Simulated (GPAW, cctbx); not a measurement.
## CaZn2I6: what bonding does to one electron reflection, worked out

CaZn2I6, P-31m (no. 162), a = 7.3510 Å, b = 7.3510 Å, c = 6.8980 Å, α = 90.00°, β = 90.00°, γ = 120.00°.

```
atom  mult.       x    y       z
  I1      6  0.6431    0  0.7356
 Zn1      2     2/3  1/3     1/2
 Ca1      1       0    0       0
```

The cell comes from substitution in a known structure type and wasn't matched to any measured phase.

A DFT run (GPAW, PBE, 450 eV, 3×3×3 k-points, Fermi–Dirac width 0.05 eV) gives the static X-ray structure factor of 001 as 66.636 e for the conventional cell; superposed free atoms give 66.796 e. **Problem.** Find the Fourier component V of the crystal potential and the two-beam extinction distance at 200 kV in both cases.

## 1. Geometry

The cell volume is Ω = 322.81 Å³ and d(001) = 6.8980 Å, so g = 1/d = 0.1450 Å⁻¹.

## 2. The nuclei

Electrons feel nuclei as well as electrons, so the nuclear charges are summed with the same phases.

Phase sums Σ exp(2πi h·x), turned so that the total is real and positive: I +0.541, Zn +2.000, Ca -1.000. Then F_Z = 53 × (+0.541) + 30 × (+2.000) + 20 × (-1.000) = 68.67 e. The electron term has the same sign for this reflection.

## 3. Mott–Bethe

Poisson's equation, term by term, gives V = (e/4πε₀)(F_Z − F)/(πΩg²), with e/4πε₀ = 14.3996 V Å.

The prefactor is 14.3996 × 6.8980²/(π × 322.81) = 0.67561 V per electron. Free atoms: (68.67 − 66.796) × 0.67561 = 1.263 V. Crystal: (68.67 − 66.636) × 0.67561 = 1.371 V. F changes by -0.24 % and V by +8.6 %: the same 0.16 e is measured against F_Z − F = 1.9 e in place of F = 66.8 e.

## 4. Extinction distance

In the two-beam case ξ = 1/(λU) with U = 2γm₀eV/h², that is ξ = 150.41 V Å²/(γλV).

At 200 kV, λ = 0.02508 Å and γ = 1.3914. Free atoms: ξ = 3413 Å. Crystal: ξ = 3144 Å. The thickness fringes go as sin²(πt/ξ), so the two patterns slip by a quarter of a period when t|1/ξ₁ − 1/ξ₀| = 1/4, at t ≈ 997 nm, thicker than usual samples. Thermal motion, absorption and many-beam coupling, left out here, change a real pattern.

## 5. Answer

V(001) is 1.37 V against 1.26 V, and ξ is 3144 against 3413 Å. Limits: static atoms, two beams.

[Outputs are excerpts: Python notices, other lines and further rows are left out; steps that failed or that the build refused (PBEsol, TPSS) are not shown.]

[Logs are printed without paths, hosts, clocks, repeated set-up lines and the standing remarks that a program may print on its own settings, such as how far it seeks lower states.]
